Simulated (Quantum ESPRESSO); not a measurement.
# Projected density of states of magnetic Ba2FeMoO6

Wanted: the exchange-split electronic structure of Ba2FeMoO6.

Calculated with Quantum ESPRESSO 7.5; LDA; plane waves with GBRV 1.5 LDA potentials, no spin-orbit coupling.

## (1) Set-up

It takes space group Fm-3m (No. 225, cubic). The conventional cell has a = 8.069 Å, b = 8.069 Å, c = 8.069 Å, α = 90.00°, β = 90.00°, γ = 90.00°. Nearest to Ba lie 12 O at 2.85 Å. Nearest to Fe lie 6 O at 2.07 Å. Nearest to Mo lie 6 O at 1.96 Å. O has 1 Mo at 1.96 Å and 1 Fe at 2.07 Å and 4 Ba at 2.85 Å nearest. Farther neighbours and most contacts between anions are not listed.

Structure file:

```cif
data_structure
_symmetry_space_group_name_H-M 'Fm-3m'
_symmetry_Int_Tables_number 225
_cell_length_a 8.0690
_cell_length_b 8.0690
_cell_length_c 8.0690
_cell_angle_alpha 90.000
_cell_angle_beta 90.000
_cell_angle_gamma 90.000
_cell_volume 525.36
loop_
_atom_site_label
_atom_site_type_symbol
_atom_site_symmetry_multiplicity
_atom_site_Wyckoff_symbol
_atom_site_fract_x
_atom_site_fract_y
_atom_site_fract_z
_atom_site_occupancy
Ba1 Ba 8 c 0.25000 0.75000 0.75000 1
Fe1 Fe 4 b 0.50000 0.00000 0.00000 1
Mo1 Mo 4 a 0.00000 0.00000 0.00000 1
O1 O 24 e 0.24320 0.00000 0.00000 1
```

The cell comes from the Crystallography Open Database.

## (2) Ground-state run

This state came out lowest in a comparison of starts that is told elsewhere.

pw.in reads:

```
&CONTROL
  calculation = 'scf'
  prefix = 'pwscf'
  outdir = './tmp'
  pseudo_dir = './pseudo'
  disk_io = 'low'
/
&SYSTEM
  ibrav = 0
  celldm(1) = 8
  nat = 10
  ntyp = 4
  ecutwfc = 40
  ecutrho = 280
  nbnd = 62
  occupations = 'smearing'
  smearing = 'fd'
  degauss = 0.00367493
  nspin = 2
  starting_magnetization(1) = 0
  starting_magnetization(2) = 0.25
  starting_magnetization(3) = -0.1429
  starting_magnetization(4) = 0
/
&ELECTRONS
  conv_thr = 2d-08
  electron_maxstep = 150
  mixing_beta = 0.3
/
ATOMIC_SPECIES
Ba    137.3270 ba_lda_v1.uspp.F.UPF
Fe     55.8450 fe_lda_v1.5.uspp.F.UPF
Mo     95.9500 mo_lda_v1.uspp.F.UPF
O      15.9990 o_lda_v1.2.uspp.F.UPF
CELL_PARAMETERS alat
   0.0000000000000    0.9530125062253    0.9530125062253
   0.9530125062253    0.0000000000000    0.9530125062253
   0.9530125062253    0.9530125062253    0.0000000000000
ATOMIC_POSITIONS crystal
Ba      0.2500000000    0.2500000000    0.2500000000
Ba      0.7500000000    0.7500000000    0.7500000000
Fe      0.5000000000    0.5000000000    0.5000000000
Mo      0.0000000000    0.0000000000    0.0000000000
O       0.7568000000    0.2432000000    0.2432000000
O       0.2432000000    0.7568000000    0.2432000000
O       0.2432000000    0.7568000000    0.7568000000
O       0.7568000000    0.2432000000    0.7568000000
O       0.2432000000    0.2432000000    0.7568000000
O       0.7568000000    0.7568000000    0.2432000000
K_POINTS automatic
4 4 4 0 0 0
```

Launch:

```bash
OMP_NUM_THREADS=1 mpirun -n 4 pw.x -nk 4 -in pw.in > pw.out
```

Output:

```text
Program PWSCF v.7.5 starts

     Message from routine setup:
     using ibrav=0 with symmetry is DISCOURAGED, use correct ibrav instead

     K-points division:     npool     =       4
     Subspace diagonalization in iterative solution of the eigenvalue problem:

     bravais-lattice index     =            0
     lattice parameter (alat)  =       8.0000  a.u.
     unit-cell volume          =     886.3306 (a.u.)^3
     number of atoms/cell      =           10
     number of atomic types    =            4
     number of electrons       =        86.00
     number of Kohn-Sham states=           62
     kinetic-energy cutoff     =      40.0000  Ry
     charge density cutoff     =     280.0000  Ry
     scf convergence threshold =      2.0E-08
     mixing beta               =       0.3000
     number of iterations used =            8  plain     mixing
     Exchange-correlation= SLA  PZ   NOGX NOGC
                           (   1   1   0   0   0   0   0)

     celldm(1)=   8.000000  celldm(2)=   0.000000  celldm(3)=   0.000000
     celldm(4)=   0.000000  celldm(5)=   0.000000  celldm(6)=   0.000000

     crystal axes: (cart. coord. in units of alat)
               a(1) = (   0.000000   0.953013   0.953013 )
               a(2) = (   0.953013   0.000000   0.953013 )
               a(3) = (   0.953013   0.953013   0.000000 )

     reciprocal axes: (cart. coord. in units 2 pi/alat)
               b(1) = ( -0.524652  0.524652  0.524652 )
               b(2) = (  0.524652 -0.524652  0.524652 )
               b(3) = (  0.524652  0.524652 -0.524652 )

     PseudoPot. # 1 for Ba read from file:
     ba_lda_v1.uspp.F.UPF
     Pseudo is Ultrasoft + core correction, Zval = 10.0

     PseudoPot. # 2 for Fe read from file:
     fe_lda_v1.5.uspp.F.UPF
     Pseudo is Ultrasoft + core correction, Zval = 16.0

     PseudoPot. # 3 for Mo read from file:
     mo_lda_v1.uspp.F.UPF
     Pseudo is Ultrasoft + core correction, Zval = 14.0

     PseudoPot. # 4 for O  read from file:
     o_lda_v1.2.uspp.F.UPF
     Pseudo is Ultrasoft + core correction, Zval =  6.0

     atomic species   valence    mass     pseudopotential
     Ba               10.00   137.32700     Ba( 1.00)
     Fe               16.00    55.84500     Fe( 1.00)
     Mo               14.00    95.95000     Mo( 1.00)
     O                 6.00    15.99900     O ( 1.00)

     Starting magnetic structure
     atomic species   magnetization
     Ba              0.000
     Fe              0.250
     Mo             -0.143
     O               0.000

     48 Sym. Ops., with inversion, found

   Cartesian axes

     site n.     atom                  positions (alat units)
         1        Ba     tau(   1) = (   0.4765063   0.4765063   0.4765063  )
         2        Ba     tau(   2) = (   1.4295188   1.4295188   1.4295188  )
         3        Fe     tau(   3) = (   0.9530125   0.9530125   0.9530125  )
         4        Mo     tau(   4) = (   0.0000000   0.0000000   0.0000000  )
         5        O      tau(   5) = (   0.4635453   0.9530125   0.9530125  )
         6        O      tau(   6) = (   0.9530125   0.4635453   0.9530125  )
         7        O      tau(   7) = (   1.4424797   0.9530125   0.9530125  )
         8        O      tau(   8) = (   0.9530125   1.4424797   0.9530125  )
         9        O      tau(   9) = (   0.9530125   0.9530125   0.4635453  )
        10        O      tau(  10) = (   0.9530125   0.9530125   1.4424797  )

     number of k points=     8  Fermi-Dirac smearing, width (Ry)=  0.0037
                       cart. coord. in units 2pi/alat
        k(    1) = (   0.0000000   0.0000000   0.0000000), wk =   0.0156250
        k(    2) = (   0.1311630   0.1311630  -0.1311630), wk =   0.1250000
        k(    3) = (  -0.2623260  -0.2623260   0.2623260), wk =   0.0625000
        k(    4) = (   0.2623260   0.0000000   0.0000000), wk =   0.0937500
        k(    5) = (  -0.1311630  -0.3934891   0.3934891), wk =   0.3750000
        k(    6) = (   0.0000000  -0.2623260   0.2623260), wk =   0.1875000
        k(    7) = (  -0.5246521   0.0000000   0.0000000), wk =   0.0468750
        k(    8) = (  -0.5246521   0.2623260   0.0000000), wk =   0.0937500

     Dense  grid:    70049 G-vectors     FFT dimensions: (  60,  60,  60)

     Smooth grid:    30395 G-vectors     FFT dimensions: (  45,  45,  45)

     Check: negative core charge=   -0.000012
     Generating pointlists ...
     new r_m :   0.2780 (alat units)  2.2242 (a.u.) for type    1
     new r_m :   0.2019 (alat units)  1.6152 (a.u.) for type    2
     new r_m :   0.1912 (alat units)  1.5297 (a.u.) for type    3
     new r_m :   0.1912 (alat units)  1.5297 (a.u.) for type    4

     Initial potential from superposition of free atoms

     starting charge      84.9737, renormalised to      86.0000

     negative rho (up, down):  9.859E-02 9.850E-02
     Starting wfcs are   76 randomized atomic wfcs

     Self-consistent Calculation

     iteration #  1     ecut=    40.00 Ry     beta= 0.30
     Davidson diagonalization with overlap
     ethr =  1.00E-02,  avg # of iterations =  2.7

     negative rho (up, down):  9.602E-02 9.589E-02

     total energy              =    -723.83366538 Ry
     estimated scf accuracy    <       4.77734961 Ry

     total magnetization       =     3.98 Bohr mag/cell
     absolute magnetization    =     4.07 Bohr mag/cell

     iteration #  2     ecut=    40.00 Ry     beta= 0.30
     Davidson diagonalization with overlap
     ethr =  5.56E-03,  avg # of iterations =  2.1

     negative rho (up, down):  9.534E-02 9.523E-02

     total energy              =    -722.31796438 Ry
     estimated scf accuracy    <      25.89388597 Ry

     total magnetization       =     0.00 Bohr mag/cell
     absolute magnetization    =     1.00 Bohr mag/cell

     [... further iterations left out ...]

     iteration # 13     ecut=    40.00 Ry     beta= 0.30
     Davidson diagonalization with overlap
     ethr =  2.72E-09,  avg # of iterations =  1.7

     negative rho (up, down):  8.971E-02 8.941E-02

     total energy              =    -725.10491121 Ry
     estimated scf accuracy    <       0.00000051 Ry

     total magnetization       =     4.00 Bohr mag/cell
     absolute magnetization    =     4.61 Bohr mag/cell

     iteration # 14     ecut=    40.00 Ry     beta= 0.30
     Davidson diagonalization with overlap
     ethr =  5.92E-10,  avg # of iterations =  1.0

     negative rho (up, down):  8.971E-02 8.941E-02

     Magnetic moment per site  (integrated on atomic sphere of radius R)
     atom   1 (R=0.278)  charge=  6.8999  magn= -0.0050
     atom   2 (R=0.278)  charge=  6.8999  magn= -0.0050
     atom   3 (R=0.202)  charge= 13.2892  magn=  3.5102
     atom   4 (R=0.191)  charge=  8.8765  magn= -0.1536
     atom   5 (R=0.191)  charge=  5.3668  magn=  0.0843
     atom   6 (R=0.191)  charge=  5.3668  magn=  0.0843
     atom   7 (R=0.191)  charge=  5.3668  magn=  0.0843
     atom   8 (R=0.191)  charge=  5.3668  magn=  0.0843
     atom   9 (R=0.191)  charge=  5.3668  magn=  0.0843
     atom  10 (R=0.191)  charge=  5.3668  magn=  0.0843

     End of self-consistent calculation

     [... lines left out ...]
     the Fermi energy is    12.2280 ev

!    total energy              =    -725.10491126 Ry
     estimated scf accuracy    <          5.6E-09 Ry
     smearing contrib. (-TS)   =      -0.00083711 Ry
     internal energy E=F+TS    =    -725.10407415 Ry

     The total energy is F=E-TS. E is the sum of the following terms:
     one-electron contribution =    -282.54903532 Ry
     hartree contribution      =     191.89199401 Ry
     xc contribution           =    -146.86534849 Ry
     ewald contribution        =    -487.58168434 Ry

     total magnetization       =     4.00 Bohr mag/cell
     absolute magnetization    =     4.61 Bohr mag/cell

     convergence has been achieved in  14 iterations

=------------------------------------------------------------------------------=
   JOB DONE.
=------------------------------------------------------------------------------=
```

Wall time 35 s (4 MPI ranks of Arm Neoverse V2, shared host); peak memory 0.97 GiB; 2.4 min of CPU time.

Spin moment in the atom's sphere by atom:

| atom | spin moment in the atom's sphere (μB) |
| --- | --- |
| Ba1 | -0.01 |
| Ba2 | -0.01 |
| Fe3 | 3.51 |
| Mo4 | -0.15 |
| O5 | 0.08 |
| O6 | 0.08 |
| O7 | 0.08 |
| O8 | 0.08 |
| O9 | 0.08 |
| O10 | 0.08 |

This step gave:

```
smearing term TS       : 0.01139 eV
magnetization          : 4 μB
absolute magnetization : 4.612 μB
final state            : ferrimagnetic
```

(Part 1 of 2 ends here.)

[Logs and program files are shortened in this print: banners, set-up blocks, solver, clock and traceback lines can be left out without a mark of their own.]

[Logs are printed without paths, hosts, clocks, repeated set-up lines and the standing remarks that a program may print on its own settings, such as how far it seeks lower states.]

[Hosts, paths, dates, database ids (printed as entryN), source tags and the programs' standing remarks are cut or masked in the printed files.]

[Where a cell is said to come from a database of computed structures, the database is the Materials Project.]
